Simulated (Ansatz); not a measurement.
# Decaying states in the gap of CaH2Se2, part 2 of 3

A new crystal, CaH2Se2: structure, gap and complex bands. It is built by putting Se for O in the CaH2O2 structure of space group P-3m1, with the volume rescaled by atomic radii. The parent structure comes from the Materials Project.

Ansatz 0.2.0; PBE DFT, plane waves, PAW files (the session's first sound run).

So far. Step 2 (Relaxing the new crystal): The largest force component on a free atom ends at 0.0021 eV/Å.

The structure was built from a prototype and need not be the compound's stable phase.

## (3) Band edges

The energy window and the wavevectors of the next steps follow from the band edges, so these are searched first, off the mesh as well.

Contents of input.yaml:

```yaml
crystal:
  lattice:
    - [4.6267273764, 0.0, 0.0]
    - [-2.3133636882, 4.0068634443, 0.0]
    - [0.0, 0.0, 6.5164149449]
  atoms:
    - { symbol: Ca, position: [0.0, 0.0, 0.0] }
    - { symbol: H, position: [0.6666666667, 0.3333333333, 0.5657845859] }
    - { symbol: H, position: [0.3333333333, 0.6666666667, 0.4342154141] }
    - { symbol: Se, position: [0.6666666667, 0.3333333333, 0.7924665248] }
    - { symbol: Se, position: [0.3333333333, 0.6666666667, 0.2075334752] }
kpoints:
  mp_grid: { grid: [6, 6, 4] }
  band_path: { path: [VBM, CBM], npoints: 30 }
scf:
  occupations: { method: fixed }
hamiltonian:
  xc: pbe
output:
  eigenvalues: true
  write_potential: true
  write_density: true
  volumetric_format: npy
  elf: true
```

Started as:

```bash
$ ansatz run input.yaml --threads 2 --pin off --max-ram 4096MiB --backend cpu --events-out ev --progress --plain --runs-dir out
```

Numbers of over 12 decimals in the logs are rounded to 6 here.

The program printed:

```text
[...]
Crystal: 5 atoms, lattice volume = 120.806 Å³
Basis set: ecut = 420 eV, 2379 PW (Γ)
Bands: 27, of which v1, the nominal top of the filled ones, is band 22 counted from 1 (21 counted from 0)
Symmetry: 12 space group operations
[...]
k-points: 24 of 144
[...]
SCF iter   1: F=—  HF=-12790.524759 eV  |F-HF|=—  |Δ(HF+E_count)|=         —  Δρ=1.87e-3  dr2=1.05e-2  ethr=1.77e-3  ⟨swp⟩=5.0  Hψ=2613  notcnv=0  defer=66
[...]
SCF iter   7: F=-12790.523843 eV  HF=-12790.523843 eV  |F-HF|=5.06e-8  |Δ(HF+E_count)|=   4.15e-7  Δρ=2.87e-6  dr2=1.35e-8  ethr=2.27e-10  ⟨swp⟩=10.1  Hψ=3126  notcnv=0
SCF 1 converged in 7 iterations: F = -12790.523843 eV  dr2 = 1.35e-8
[...]
NSCF: frozen V_eff on 34 k-points
[...]
SCF converged after 7 iterations
Free energy (F): -12790.523843 eV
[...]
Internal energy: -12790.523843 eV  (E = F + TS)
E sigma→0 (E₀):  -12790.523843 eV
Fermi energy:    2.816805 eV
[...]
--- Band table (eV; the first three rows and the last of 24) ---
  k-point 0: bands = [... 18 lower, 1.6588, 1.6588, 2.8168, 2.8168, 5.8645, 6.4646, 6.9136, 7.3168, ... 1 higher]
  k-point 1: bands = [... 18 lower, 1.6889, 1.6889, 2.7684, 2.7684, 6.2770, 6.5891, 7.2200, 7.2786, ... 1 higher]
  k-point 2: bands = [... 18 lower, 1.7217, 1.7217, 2.7176, 2.7176, 6.3845, 7.2410, 7.2410, 7.2438, ... 1 higher]
  k-point 23: bands = [... 18 lower, 1.0280, 1.7397, 1.7397, 2.0107, 7.0380, 7.0380, 7.5370, 8.2685, ... 1 higher]
```

It took 5.8 s on 2 threads of Intel Xeon Platinum 8488C (Sapphire Rapids), shared host; peak memory 0.44 GiB.

The column dr2 measures how far the density is from self-consistency, as an energy; F and HF (Harris–Foulkes) agree once it is small.

Numbers from this step:

```
Fermi energy        : 2.817 eV
gap on the k-mesh   : 3.048 eV
gap on path         : 3.048 eV, by band count; negative where bands overlap
direct gap on path  : 3.048 eV
edge places on path : 0, 0 1/A along the path
```

Levels at VBM (eV): -5.04, -3.13, -1.16, -1.16, 0.00, 0.00, 3.05, 3.65, 4.10, 4.50, 4.50.

Valence density in the ac plane at fractional y = 0.333, with atoms of H and Se within 0.2 Å of it. It is the smooth field of the valence electrons, not physical close to the nuclei.

Ten steps, logarithmic in the rise over the least value, from '0' (0 e/Å³) to '9' (35 e/Å³), each cell a mean:
```
00000001111100
00000012333210
00000013676321
00000014898521
00000013687421
00000012354210
00000001232100
00000001232100
00000000122000
00000000010000
00000000000000
00000000000000
00000000000000
00000000000000
00100000000000
00100000000000
00000000000000
00000000000000
00000000000000
```
Columns run along a (4.6 Å), rows up along c (6.5 Å). Atoms in or near the plane, at fractional coordinates: H at (0.67, 0.57), Se at (0.67, 0.79).

ELF in the ac plane at fractional y = 0.333, with atoms of H and Se within 0.2 Å of it. It is the smooth field of the valence electrons, not physical close to the nuclei.

Ten even steps from '_' (0.01) to '@' (1.00), each cell a mean:
```
__________..==**********++::
::______..++######**######**
==..____--##%%%%**==++%%%%%%
**::__..++%%%%##==..--##%%%%
++..__..++######==::--######
==..____--++****************
..______..--++**%%@@%%##++--
__________..==%%@@@@@@%%++::
____________--%%@@@@@@%%==__
______________++%%@@@@**..__
__......______..--++==..____
..::--::..__________________
====++++==::..____________::
**######**==::__________..==
##%%%%%%##**--__________::++
####%%%%##++::__________::++
==++++++==--..__________..::
............________________
____________..::::--::::..__
```
Columns run along a (4.6 Å), rows up along c (6.5 Å). Atoms in or near the plane, at fractional coordinates: H at (0.67, 0.57), Se at (0.67, 0.79).

Electrostatic potential energy in the ac plane at fractional y = 0.333, with atoms of H and Se within 0.2 Å of it. With pseudopotentials it is smooth inside the atoms' cores, unlike the true potential.

Ten even steps from '_' (-16 eV) to '@' (8 eV), each cell a mean:
```
%%######%%%%%%%%**++**##%%%%
%%%%%%%%%%%%%%==..____--##%%
@@%%%%%%@@%%**..::--::__++%%
@@@@@@@@@@%%++__==++++..--%%
@@@@@@@@@@@@**__::==--__==%%
@@@@@@@@@@@@##--______::**@@
@@@@@@@@@@@@@@##--..::**%%@@
@@@@@@@@@@@@@@%%--__..##@@@@
@@@@@@@@@@@@@@%%==__::%%@@@@
@@@@@@@@@@@@@@@@##**##%%@@@@
@@@@@@@@@@@@@@@@@@@@@@@@@@@@
@@@@@@@@@@@@@@@@@@@@@@@@@@@@
@@@@@@@@@@@@@@@@@@@@@@@@@@@@
@@@@@@@@@@@@@@@@@@@@@@@@@@@@
@@@@%%%%@@@@@@@@@@@@@@@@@@@@
@@%%%%%%@@@@@@@@@@@@@@@@@@@@
%%%%%%%%%%@@@@@@@@@@@@@@@@@@
%%%%##%%%%%%@@@@@@@@@@@@@@@@
%%######%%%%@@@@%%%%%%@@@@%%
```
Columns run along a (4.6 Å; values clipped at the 3rd and 97th percentile), rows up along c (6.5 Å). Atoms in or near the plane, at fractional coordinates: H at (0.67, 0.57), Se at (0.67, 0.79).

The searched edges give 3.05 eV, as on the mesh.

## (4) Decaying states in the gap, plane (100), k-mesh 6×4×6

This step: PBE DFT, plane waves, PAW files; complex bands by layer matching along the plane's normal (Ansatz 0.2.0).

The same crystal is laid in a cell whose first two vectors span the (100) plane (indices of the standard conventional cell, whose axes can be ordered otherwise than in the bulk input). At fixed energy and wavevector in the plane the solver finds all kz, real and complex. A few wavevectors are listed, (0, 0) and (0.5, 0) in units of the plane's reciprocal vectors; the slowest state needn't be among them.

Contents of input.yaml:

```yaml
crystal:
  lattice:
    - [4.626727376, 0.0, 0.0]
    - [0.0, 6.516414945, 0.0]
    - [2.313363688, 0.0, 4.006863444]
  atoms:
    - { symbol: Ca, position: [0.0, 0.0, 0.0] }
    - { symbol: H, position: [0.6666666667, 0.5657845859, 0.6666666667] }
    - { symbol: H, position: [0.3333333333, 0.4342154141, 0.3333333333] }
    - { symbol: Se, position: [0.6666666667, 0.7924665248, 0.6666666667] }
    - { symbol: Se, position: [0.3333333333, 0.2075334752, 0.3333333333] }
kpoints:
  mp_grid: { grid: [6, 4, 6] }
scf:
  occupations: { method: fixed }
hamiltonian:
  xc: pbe
output:
  eigenvalues: true
  transmission:
    leads: [[0, 0]]
    kpoints: [[0.0, 0.0], [0.5, 0.0]]
    e_range: [-1.0, 4.05]
    de: 0.13
```

The program printed:

```text
[...]
Crystal: 5 atoms, lattice volume = 120.806 Å³
Basis set: ecut = 420 eV, 2379 PW (Γ)
Bands: 27, of which v1, the nominal top of the filled ones, is band 22 counted from 1 (21 counted from 0)
Symmetry: 12 space group operations
[...]
k-points: 24 of 144
[...]
SCF iter   1: F=—  HF=-12790.524793 eV  |F-HF|=—  |Δ(HF+E_count)|=         —  Δρ=1.86e-3  dr2=1.05e-2  ethr=1.77e-3  ⟨swp⟩=4.9  Hψ=2609  notcnv=0  defer=66
[...]
SCF iter   7: F=-12790.523843 eV  HF=-12790.523843 eV  |F-HF|=4.86e-8  |Δ(HF+E_count)|=   3.52e-7  Δρ=2.80e-6  dr2=1.30e-8  ethr=2.27e-10  ⟨swp⟩=10.0  Hψ=3096  notcnv=0
SCF 1 converged in 7 iterations: F = -12790.523843 eV  dr2 = 1.30e-8
[...]
transmission: 6 of 12 steps passed
transmission: 12 of 12 steps passed
SCF converged after 7 iterations
Free energy (F): -12790.523843 eV
[...]
Internal energy: -12790.523843 eV  (E = F + TS)
E sigma→0 (E₀):  -12790.523843 eV
Fermi energy:    2.816805 eV
[...]
--- Band table (eV; the first three rows and the last of 24) ---
  k-point 0: bands = [... 18 lower, 1.6588, 1.6588, 2.8168, 2.8168, 5.8645, 6.4646, 6.9136, 7.3168, ... 1 higher]
  k-point 1: bands = [... 18 lower, 1.5752, 1.6826, 2.2119, 2.6818, 6.3882, 6.5120, 7.0672, 7.5299, ... 1 higher]
  k-point 2: bands = [... 18 lower, 1.0808, 1.7235, 1.7425, 2.4252, 6.2148, 6.9942, 7.5450, 7.8684, ... 1 higher]
  k-point 23: bands = [... 18 lower, 1.0280, 1.7397, 1.7397, 2.0107, 7.0380, 7.0380, 7.5370, 8.2685, ... 1 higher]
--- Transmission ---
  basis      : 263 plane waves across, 6 finite elements along
  points     : 2, as listed
  energies   : 39 from -1.000000 to 3.940000 eV about the Fermi level, 0.130000 eV apart; the leads are filled to 1.523848 eV, and channels, transmission and decay are at 1.470000 eV
  crystal 0  : H2Se2Ca1, at the sites [0, 0], period 4.0069 Å: whole cells are its period
    offset         : up to 0.0000 Å between an atom of the period and one for which it stands
    channels       : 0.000000e0 a spin
    conductance    : none, the energies end too early or step too widely for 300 K: set another output.transmission.e_range or a lower de, or, where they end at an eighth of basis.ecutwfc, a higher one
    slowest decay  : 0.2329 /Å at (0.0000, 0.0000)
```

Run time: 30 s. Hardware: 2 threads; peak memory 0.73 GiB; 46 s of CPU time.

Numbers from this step:

```
level to which the leads are filled                       : 1.524 eV from the Fermi level
decay constant at the filling level, zone centre          : 0.2329 Å⁻¹
decay constant at the filling level, slowest listed point : 0.2329 Å⁻¹
```

K parallel (0, 0); values up to 1.5 1/Å, a degenerate pair printed once or twice; energies at which all values exceed this have no row. Im kz of the slowest decaying states against energy, zero at the highest filled level on the SCF mesh:

| energy (eV) | decay 1 (Å⁻¹) | decay 2 (Å⁻¹) | decay 3 (Å⁻¹) | decay 4 (Å⁻¹) |
| --- | --- | --- | --- | --- |
| -1.00 | 0.178 | 0.431 | 0.588 | 0.901 |
| -0.74 | 0.271 | 0.521 | 0.611 | 0.926 |
| -0.61 | 0.189 | 0.546 | 0.616 | 0.914 |
| -0.35 | 0.578 | 0.619 | 0.890 | 0.961 |
| -0.22 | 0.588 | 0.619 | 0.879 | 0.965 |
| 0.04 | 0.0563 | 0.132 | 0.602 | 0.615 |
| 0.17 | 0.112 | 0.258 | 0.606 | 0.612 |
| 0.43 | 0.168 | 0.376 | 0.602 | 0.610 |
| 0.56 | 0.185 | 0.412 | 0.597 | 0.610 |
| 0.82 | 0.210 | 0.462 | 0.583 | 0.607 |
| 0.95 | 0.218 | 0.480 | 0.575 | 0.604 |
| 1.21 | 0.229 | 0.505 | 0.556 | 0.595 |
| 1.34 | 0.232 | 0.513 | 0.546 | 0.589 |
| 1.60 | 0.233 | 0.521 | 0.524 | 0.573 |
| 1.73 | 0.231 | 0.507 | 0.527 | 0.564 |
| 1.99 | 0.222 | 0.475 | 0.528 | 0.541 |
| 2.12 | 0.215 | 0.456 | 0.527 | 0.528 |
| 2.38 | 0.195 | 0.411 | 0.496 | 0.519 |
| 2.51 | 0.180 | 0.384 | 0.478 | 0.514 |
| 2.77 | 0.138 | 0.315 | 0.435 | 0.499 |
| 2.90 | 0.104 | 0.268 | 0.409 | 0.489 |
| 3.16 | 0.0878 | 0.349 | 0.466 | 0.516 |
| 3.29 | 0.312 | 0.452 | 0.498 | 0.600 |
| 3.55 | 0.204 | 0.417 | 0.459 | 0.554 |
| 3.68 | 0.0515 | 0.167 | 0.396 | 0.437 |
| 3.94 | 0.153 | 0.181 | 0.343 | 0.389 |

K parallel (0.5, 0); values up to 1.5 1/Å, a degenerate pair printed once or twice; energies at which all values exceed this have no row. The Im kz of the slowest decaying states by energy, zero at the highest filled level on the SCF mesh:

| energy (eV) | decay 1 (Å⁻¹) | decay 2 (Å⁻¹) | decay 3 (Å⁻¹) | decay 4 (Å⁻¹) |
| --- | --- | --- | --- | --- |
| -1.00 | 0.0835 | 0.257 | 1.02 | 1.49 |
| -0.74 | 0.218 | 0.280 | 1.00 | 1.48 |
| -0.48 | 0.294 | 0.989 | 1.45 | 1.46 |
| -0.22 | 0.327 | 0.328 | 0.977 | 1.43 |
| 0.04 | 0.350 | 0.423 | 0.964 | 1.40 |
| 0.30 | 0.364 | 0.473 | 0.951 | 1.38 |
| 0.43 | 0.368 | 0.489 | 0.945 | 1.37 |
| 0.69 | 0.373 | 0.510 | 0.931 | 1.34 |
| 0.95 | 0.373 | 0.521 | 0.917 | 1.31 |
| 1.21 | 0.368 | 0.525 | 0.902 | 1.28 |
| 1.47 | 0.358 | 0.522 | 0.886 | 1.26 |
| 1.73 | 0.344 | 0.514 | 0.869 | 1.23 |
| 1.99 | 0.325 | 0.502 | 0.851 | 1.20 |
| 2.25 | 0.299 | 0.486 | 0.831 | 1.17 |
| 2.51 | 0.264 | 0.465 | 0.810 | 1.14 |
| 2.64 | 0.243 | 0.453 | 0.799 | 1.12 |
| 2.90 | 0.183 | 0.425 | 0.775 | 1.09 |
| 3.16 | 0.0596 | 0.391 | 0.750 | 1.05 |
| 3.42 | 0.349 | 0.721 | 1.02 | 1.13 |
| 3.68 | 0.297 | 0.690 | 0.981 | 1.10 |
| 3.94 | 0.0265 | 0.234 | 0.630 | 0.678 |

At the listed wavevectors the last open channel is at -0.09 eV and the next at +3.16 eV on the grid. At +1.47 eV, the grid energy nearest the filling level (the middle of the gap on the SCF mesh), the slowest state at the listed wavevectors decays with κ = 0.233 Å⁻¹, its amplitude falling by e over 4.3 Å. Through 1 nm of this crystal that state's transmission falls by exp(−2 × 0.233 Å⁻¹ × 10 Å) = 0.0095.

## (5) Decaying states in the gap, plane (001), k-mesh 6×6×4

The same for the (001) plane, at (0, 0) and (0.5, 0), to see how the decay depends on direction.

Contents of input.yaml:

```yaml
crystal:
  lattice:
    - [4.626727376, 0.0, 0.0]
    - [2.313363688, 4.006863444, 0.0]
    - [0.0, 0.0, 6.516414945]
  atoms:
    - { symbol: Ca, position: [0.0, 0.0, 0.0] }
    - { symbol: H, position: [0.3333333333, 0.3333333333, 0.5657845859] }
    - { symbol: H, position: [0.6666666667, 0.6666666667, 0.4342154141] }
    - { symbol: Se, position: [0.3333333333, 0.3333333333, 0.7924665248] }
    - { symbol: Se, position: [0.6666666667, 0.6666666667, 0.2075334752] }
kpoints:
  mp_grid: { grid: [6, 6, 4] }
scf:
  occupations: { method: fixed }
hamiltonian:
  xc: pbe
output:
  eigenvalues: true
  transmission:
    leads: [[0, 0]]
    kpoints: [[0.0, 0.0], [0.5, 0.0]]
    e_range: [-1.0, 4.05]
    de: 0.08
```

The program printed:

```text
[...]
Crystal: 5 atoms, lattice volume = 120.806 Å³
Basis set: ecut = 420 eV, 2379 PW (Γ)
Bands: 27, of which v1, the nominal top of the filled ones, is band 22 counted from 1 (21 counted from 0)
Symmetry: 12 space group operations
[...]
k-points: 24 of 144
[...]
SCF iter   1: F=—  HF=-12790.524741 eV  |F-HF|=—  |Δ(HF+E_count)|=         —  Δρ=1.86e-3  dr2=1.04e-2  ethr=1.77e-3  ⟨swp⟩=5.0  Hψ=2616  notcnv=0  defer=66
[...]
SCF iter   7: F=-12790.523843 eV  HF=-12790.523843 eV  |F-HF|=4.88e-8  |Δ(HF+E_count)|=   3.34e-7  Δρ=2.78e-6  dr2=1.31e-8  ethr=2.27e-10  ⟨swp⟩=3.9  Hψ=1914  notcnv=0
SCF 1 converged in 7 iterations: F = -12790.523843 eV  dr2 = 1.31e-8
[...]
transmission: 9 of 18 steps passed
transmission: 18 of 18 steps passed
SCF converged after 7 iterations
Free energy (F): -12790.523843 eV
[...]
Internal energy: -12790.523843 eV  (E = F + TS)
E sigma→0 (E₀):  -12790.523843 eV
Fermi energy:    2.816804 eV
[...]
--- Band table (eV; the first three rows and the last of 24) ---
  k-point 0: bands = [... 18 lower, 1.6588, 1.6588, 2.8168, 2.8168, 5.8645, 6.4646, 6.9136, 7.3168, ... 1 higher]
  k-point 1: bands = [... 18 lower, 1.6889, 1.6889, 2.7684, 2.7684, 6.2770, 6.5891, 7.2200, 7.2786, ... 1 higher]
  k-point 2: bands = [... 18 lower, 1.7217, 1.7217, 2.7176, 2.7176, 6.3845, 7.2410, 7.2410, 7.2438, ... 1 higher]
  k-point 23: bands = [... 18 lower, 1.0280, 1.7397, 1.7397, 2.0107, 7.0380, 7.0380, 7.5370, 8.2685, ... 1 higher]
--- Transmission ---
  basis      : 163 plane waves across, 9 finite elements along
  points     : 2, as listed
[...]
crystal 0  : H2Se2Ca1, at the sites [0, 0], period 6.5164 Å: whole cells are its period
[...]
channels       : 0.000000e0 a spin
[...]
slowest decay  : 0.3411 /Å at (0.0000, 0.0000)
```

The job ended after 14 s (2 threads; peak memory 0.61 GiB).

This step gave:

- decay constant at the filling level, zone centre: 0.3411 Å⁻¹
- decay constant at the filling level, slowest listed point: 0.3411 Å⁻¹

K parallel (0, 0); values up to 1.5 1/Å, a degenerate pair printed once or twice; energies at which all values exceed this have no row. Table of Im kz of the slowest decaying states by energy, zero at the highest filled level on the SCF mesh:

| energy (eV) | decay 1 (Å⁻¹) | decay 2 (Å⁻¹) | decay 3 (Å⁻¹) | decay 4 (Å⁻¹) |
| --- | --- | --- | --- | --- |
| -1.00 | 0.291 | 0.413 | 0.951 | 1.09 |
| -0.76 | 0.396 | 0.418 | 0.931 | 1.07 |
| -0.52 | 0.395 | 0.420 | 0.910 | 1.05 |
| -0.28 | 0.319 | 0.420 | 0.889 | 1.03 |
| -0.04 | 0.418 | 0.868 | 1.01 | 1.18 |
| 0.04 | 0.189 | 0.416 | 0.861 | 1.00 |
| 0.28 | 0.411 | 0.414 | 0.839 | 0.977 |
| 0.52 | 0.403 | 0.505 | 0.816 | 0.951 |
| 0.76 | 0.393 | 0.563 | 0.794 | 0.924 |
| 1.00 | 0.380 | 0.602 | 0.770 | 0.896 |
| 1.24 | 0.365 | 0.631 | 0.746 | 0.866 |
| 1.56 | 0.341 | 0.657 | 0.714 | 0.821 |
| 1.80 | 0.319 | 0.670 | 0.689 | 0.783 |
| 2.04 | 0.292 | 0.667 | 0.678 | 0.739 |
| 2.28 | 0.260 | 0.655 | 0.678 | 0.681 |
| 2.52 | 0.221 | 0.626 | 0.681 | 0.848 |
| 2.76 | 0.167 | 0.580 | 0.677 | 0.809 |
| 3.00 | 0.0696 | 0.526 | 0.670 | 0.767 |
| 3.32 | 0.424 | 0.654 | 0.704 | - |
| 3.56 | 0.246 | 0.639 | 0.650 | - |
| 3.80 | 0.193 | 0.434 | 0.585 | 0.619 |
| 4.04 | 0.0956 | 0.499 | 0.508 | 0.594 |

K parallel (0.5, 0); values up to 1.5 1/Å, a degenerate pair printed once or twice; energies at which all values exceed this have no row. Table of Im kz of the slowest decaying states by energy, zero at the highest filled level on the SCF mesh:

| energy (eV) | decay 1 (Å⁻¹) | decay 2 (Å⁻¹) | decay 3 (Å⁻¹) | decay 4 (Å⁻¹) |
| --- | --- | --- | --- | --- |
| -1.00 | 0.0993 | 0.927 | 1.49 | - |
| -0.76 | 0.102 | 0.275 | 0.902 | 1.47 |
| -0.52 | 0.0485 | 0.330 | 0.876 | 1.45 |
| -0.28 | 0.365 | 0.383 | 0.850 | 1.43 |
| -0.04 | 0.388 | 0.500 | 0.823 | 1.41 |
| 0.04 | 0.395 | 0.527 | 0.813 | 1.40 |
| 0.28 | 0.410 | 0.593 | 0.785 | 1.38 |
| 0.52 | 0.420 | 0.641 | 0.755 | 1.36 |
| 0.76 | 0.426 | 0.678 | 0.724 | 1.33 |
| 1.00 | 0.429 | 0.691 | 0.707 | 1.31 |
| 1.24 | 0.429 | 0.657 | 0.730 | 1.29 |
| 1.56 | 0.425 | 0.607 | 0.756 | 1.26 |
| 1.80 | 0.419 | 0.567 | 0.772 | 1.23 |
| 2.04 | 0.410 | 0.522 | 0.787 | 1.21 |
| 2.28 | 0.398 | 0.472 | 0.800 | 1.18 |
| 2.52 | 0.384 | 0.413 | 0.815 | 1.15 |
| 2.76 | 0.340 | 0.365 | 0.831 | 1.13 |
| 3.00 | 0.234 | 0.342 | 0.851 | 1.10 |
| 3.32 | 0.303 | 0.899 | 1.06 | 1.09 |
| 3.56 | 0.0867 | 0.265 | 0.982 | 1.02 |
| 3.80 | 0.209 | 0.219 | 0.972 | 0.990 |
| 4.04 | 0.154 | 0.245 | 0.927 | 0.954 |

At the listed wavevectors the last open channel is at -0.04 eV and the next at +3.08 eV on the grid. At +1.56 eV, the grid energy nearest the filling level (the middle of the gap on the SCF mesh), the slowest state at the listed wavevectors decays with κ = 0.341 Å⁻¹, its amplitude falling by e over 2.9 Å; the first such run, plane (100), gave 0.233 Å⁻¹.

(Continued in part 3 of 3.)

[Logs are printed without paths, hosts, clocks, repeated set-up lines and the standing remarks that a program may print on its own settings, such as how far it seeks lower states.]

[Hosts, paths, dates, database ids (printed as entryN), source tags and the programs' standing remarks are cut or masked in the printed files.]
